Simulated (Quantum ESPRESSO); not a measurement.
# Magnetic state of FeI2 from several starts

Wanted: the moments of FeI2 and the energy of each order that was tried.

Program: Quantum ESPRESSO 7.5. Level of theory: LDA; plane waves with GBRV 1.5 LDA potentials, no spin-orbit coupling. Results are calculated unless marked as measured.

The database entry behind the starting cell has ideal inner coordinates that were not refined, so it need not match the best structure at ambient conditions.

**1. The structure**

Symmetry: P-3m1, No. 164, trigonal system. Conventional cell: a = 4.040 Å, b = 4.040 Å, c = 6.750 Å, α = 90.00°, β = 90.00°, γ = 120.00°. Fe has 6 I at 2.88 Å nearest. Nearest to I lie 3 Fe at 2.88 Å. Farther neighbours and most contacts between anions are not listed.

The cell comes from the Crystallography Open Database.

**2. Start 1: ferro +**

The signs are those of the starting moments on the seeded atoms, the atoms that are given a moment.

Contents of pw.in:

```
&CONTROL
  calculation = 'scf'
  prefix = 'pwscf'
  outdir = './tmp'
  pseudo_dir = './pseudo'
  disk_io = 'nowf'
/
&SYSTEM
  ibrav = 0
  celldm(1) = 8
  nat = 3
  ntyp = 2
  ecutwfc = 40
  ecutrho = 280
  nbnd = 24
  occupations = 'smearing'
  smearing = 'fd'
  degauss = 0.00367493
  nspin = 2
  starting_magnetization(1) = 0.25
  starting_magnetization(2) = 0
/
&ELECTRONS
  conv_thr = 6d-09
  electron_maxstep = 150
  mixing_beta = 0.3
/
ATOMIC_SPECIES
Fe     55.8450 fe_lda_v1.5.uspp.F.UPF
I     126.9045 i_lda_v1.uspp.F.UPF
CELL_PARAMETERS alat
   0.9543116929360    0.0000000000000    0.0000000000000
  -0.4771558464680    0.8264581692137    0.0000000000000
   0.0000000000000    0.0000000000000    1.5944564176530
ATOMIC_POSITIONS crystal
Fe      0.0000000000    0.0000000000    0.0000000000
I       0.3333333333    0.6666666667    0.2500000000
I       0.6666666667    0.3333333333    0.7500000000
K_POINTS automatic
6 6 6 0 0 0
```

Run with:

```console
$ OMP_NUM_THREADS=1 mpirun -n 4 pw.x -nk 4 -in pw.in > pw.out
```

What it wrote:

```text
Program PWSCF v.7.5 starts

     Message from routine setup:
     using ibrav=0 with symmetry is DISCOURAGED, use correct ibrav instead

     K-points division:     npool     =       4
     Subspace diagonalization in iterative solution of the eigenvalue problem:

     G-vector sticks info
     --------------------
     sticks:   dense  smooth     PW     G-vecs:    dense   smooth      PW
     Sum        1135     649    199                50917    21951    3647

     Using Slab Decomposition

     bravais-lattice index     =            0
     lattice parameter (alat)  =       8.0000  a.u.
     unit-cell volume          =     643.8634 (a.u.)^3
     number of atoms/cell      =            3
     number of atomic types    =            2
     number of electrons       =        30.00
     number of Kohn-Sham states=           24
     kinetic-energy cutoff     =      40.0000  Ry
     charge density cutoff     =     280.0000  Ry
     scf convergence threshold =      6.0E-09
     mixing beta               =       0.3000
     number of iterations used =            8  plain     mixing
     Exchange-correlation= SLA  PZ   NOGX NOGC
                           (   1   1   0   0   0   0   0)

     celldm(1)=   8.000000  celldm(2)=   0.000000  celldm(3)=   0.000000
     celldm(4)=   0.000000  celldm(5)=   0.000000  celldm(6)=   0.000000

     crystal axes: (cart. coord. in units of alat)
               a(1) = (   0.954312   0.000000   0.000000 )
               a(2) = (  -0.477156   0.826458   0.000000 )
               a(3) = (   0.000000   0.000000   1.594456 )

     reciprocal axes: (cart. coord. in units 2 pi/alat)
               b(1) = (  1.047876  0.604991 -0.000000 )
               b(2) = (  0.000000  1.209983  0.000000 )
               b(3) = (  0.000000 -0.000000  0.627173 )

     PseudoPot. # 1 for Fe read from file:
     fe_lda_v1.5.uspp.F.UPF
     Pseudo is Ultrasoft + core correction, Zval = 16.0
     Generated by new atomic code, or converted to UPF format
     Using radial grid of  861 points,  6 beta functions with:
                l(1) =   0
                l(2) =   0
                l(3) =   1
                l(4) =   1
                l(5) =   2
                l(6) =   2
     Q(r) pseudized with  8 coefficients,  rinner =    1.000   1.000   1.000
                                                       1.000   1.000

     PseudoPot. # 2 for I  read from file:
     i_lda_v1.uspp.F.UPF
     Pseudo is Ultrasoft + core correction, Zval =  7.0
     Generated by new atomic code, or converted to UPF format
     Using radial grid of  893 points,  6 beta functions with:
                l(1) =   0
                l(2) =   0
                l(3) =   1
                l(4) =   1
                l(5) =   2
                l(6) =   2
     Q(r) pseudized with  8 coefficients,  rinner =    1.500   1.500   1.500
                                                       1.500   1.500

     atomic species   valence    mass     pseudopotential
     Fe               16.00    55.84500     Fe( 1.00)
     I                 7.00   126.90450     I ( 1.00)

     Starting magnetic structure
     atomic species   magnetization
     Fe              0.250
     I               0.000

     12 Sym. Ops., with inversion, found

   Cartesian axes

     site n.     atom                  positions (alat units)
         1        Fe     tau(   1) = (   0.0000000   0.0000000   0.0000000  )
         2        I      tau(   2) = (  -0.0000000   0.5509721   0.3986141  )
         3        I      tau(   3) = (   0.4771558   0.2754861   1.1958423  )

     number of k points=    34  Fermi-Dirac smearing, width (Ry)=  0.0037
                       cart. coord. in units 2pi/alat
        k(    1) = (   0.0000000   0.0000000   0.0000000), wk =   0.0046296
        k(    2) = (   0.0000000   0.0000000   0.1045288), wk =   0.0092593
        k(    3) = (   0.0000000   0.0000000   0.2090577), wk =   0.0092593
        k(    4) = (   0.0000000   0.0000000  -0.3135865), wk =   0.0046296
        k(    5) = (   0.0000000   0.2016638   0.0000000), wk =   0.0277778
        [... 29 further k-points ...]

     Dense  grid:    50917 G-vectors     FFT dimensions: (  45,  45,  72)

     Smooth grid:    21951 G-vectors     FFT dimensions: (  32,  32,  54)

     Check: negative core charge=   -0.000011
     Generating pointlists ...
     new r_m :   0.2805 (alat units)  2.2442 (a.u.) for type    1
     new r_m :   0.2805 (alat units)  2.2442 (a.u.) for type    2

     Initial potential from superposition of free atoms

     starting charge      28.9998, renormalised to      30.0000
     Starting wfcs are   21 randomized atomic wfcs +    3 random wfcs

     Self-consistent Calculation

     iteration #  1     ecut=    40.00 Ry     beta= 0.30
     Davidson diagonalization with overlap
     ethr =  1.00E-02,  avg # of iterations =  5.7

     total energy              =    -379.53142079 Ry
     estimated scf accuracy    <       0.49834013 Ry

     total magnetization       =     3.48 Bohr mag/cell
     absolute magnetization    =     3.48 Bohr mag/cell

     iteration #  2     ecut=    40.00 Ry     beta= 0.30
     Davidson diagonalization with overlap
     ethr =  1.66E-03,  avg # of iterations =  2.2

     total energy              =    -379.62544820 Ry
     estimated scf accuracy    <       0.50723606 Ry

     total magnetization       =     4.00 Bohr mag/cell
     absolute magnetization    =     4.03 Bohr mag/cell

     iteration #  3     ecut=    40.00 Ry     beta= 0.30
     Davidson diagonalization with overlap
     ethr =  1.66E-03,  avg # of iterations =  1.2

     total energy              =    -379.66910281 Ry
     estimated scf accuracy    <       0.01948054 Ry

     total magnetization       =     4.00 Bohr mag/cell
     absolute magnetization    =     4.01 Bohr mag/cell

     [... further iterations left out ...]

     iteration #  9     ecut=    40.00 Ry     beta= 0.30
     Davidson diagonalization with overlap
     ethr =  1.63E-08,  avg # of iterations =  2.1

     total energy              =    -379.67530642 Ry
     estimated scf accuracy    <       0.00000547 Ry

     total magnetization       =     4.00 Bohr mag/cell
     absolute magnetization    =     4.01 Bohr mag/cell

     iteration # 10     ecut=    40.00 Ry     beta= 0.30
     Davidson diagonalization with overlap
     ethr =  1.63E-08,  avg # of iterations =  1.2

     total energy              =    -379.67530702 Ry
     estimated scf accuracy    <       0.00000013 Ry

     total magnetization       =     4.00 Bohr mag/cell
     absolute magnetization    =     4.01 Bohr mag/cell

     iteration # 11     ecut=    40.00 Ry     beta= 0.30
     Davidson diagonalization with overlap
     ethr =  4.39E-10,  avg # of iterations =  3.1

     total energy              =    -379.67530706 Ry
     estimated scf accuracy    <       0.00000011 Ry

     total magnetization       =     4.00 Bohr mag/cell
     absolute magnetization    =     4.01 Bohr mag/cell

     iteration # 12     ecut=    40.00 Ry     beta= 0.30
     Davidson diagonalization with overlap
     ethr =  3.72E-10,  avg # of iterations =  1.2

     Magnetic moment per site  (integrated on atomic sphere of radius R)
     atom   1 (R=0.281)  charge= 14.7041  magn=  3.4415
     atom   2 (R=0.281)  charge=  4.5173  magn=  0.1678
     atom   3 (R=0.281)  charge=  4.5173  magn=  0.1678

     End of self-consistent calculation

     [... lines left out ...]
     the Fermi energy is     5.5735 ev

!    total energy              =    -379.67530708 Ry
     estimated scf accuracy    <          1.8E-09 Ry
     smearing contrib. (-TS)   =      -0.00250628 Ry
     internal energy E=F+TS    =    -379.67280080 Ry

     The total energy is F=E-TS. E is the sum of the following terms:
     one-electron contribution =    -255.40148159 Ry
     hartree contribution      =     136.69805369 Ry
     xc contribution           =    -123.62929476 Ry
     ewald contribution        =    -137.34007813 Ry

     total magnetization       =     4.00 Bohr mag/cell
     absolute magnetization    =     4.01 Bohr mag/cell

     convergence has been achieved in  12 iterations

=------------------------------------------------------------------------------=
   JOB DONE.
=------------------------------------------------------------------------------=
```

Wall time 19 s (4 MPI ranks of Arm Neoverse V2, shared host); peak memory 0.52 GiB; 76 s of CPU time.

Spin moment in the atom's sphere by atom:

```
atom  spin moment in the atom's sphere (μB)
 Fe1                                   3.44
  I2                                   0.17
  I3                                   0.17
```

Read from the output:

```yaml
smearing_term_ts: 0.03410 eV
magnetization: 4 μB
absolute_magnetization: 4.009 μB
final_state: ferromagnetic
```

(Part 1 of 2 ends here.)

[Logs and program files are shortened in this print: banners, set-up blocks, solver, clock and traceback lines can be left out without a mark of their own.]

[Logs are printed without paths, hosts, clocks, repeated set-up lines and the standing remarks that a program may print on its own settings, such as how far it seeks lower states.]

[Hosts, paths, dates, database ids (printed as entryN), source tags and the programs' standing remarks are cut or masked in the printed files.]

[Where a cell is said to come from a database of computed structures, the database is the Materials Project.]
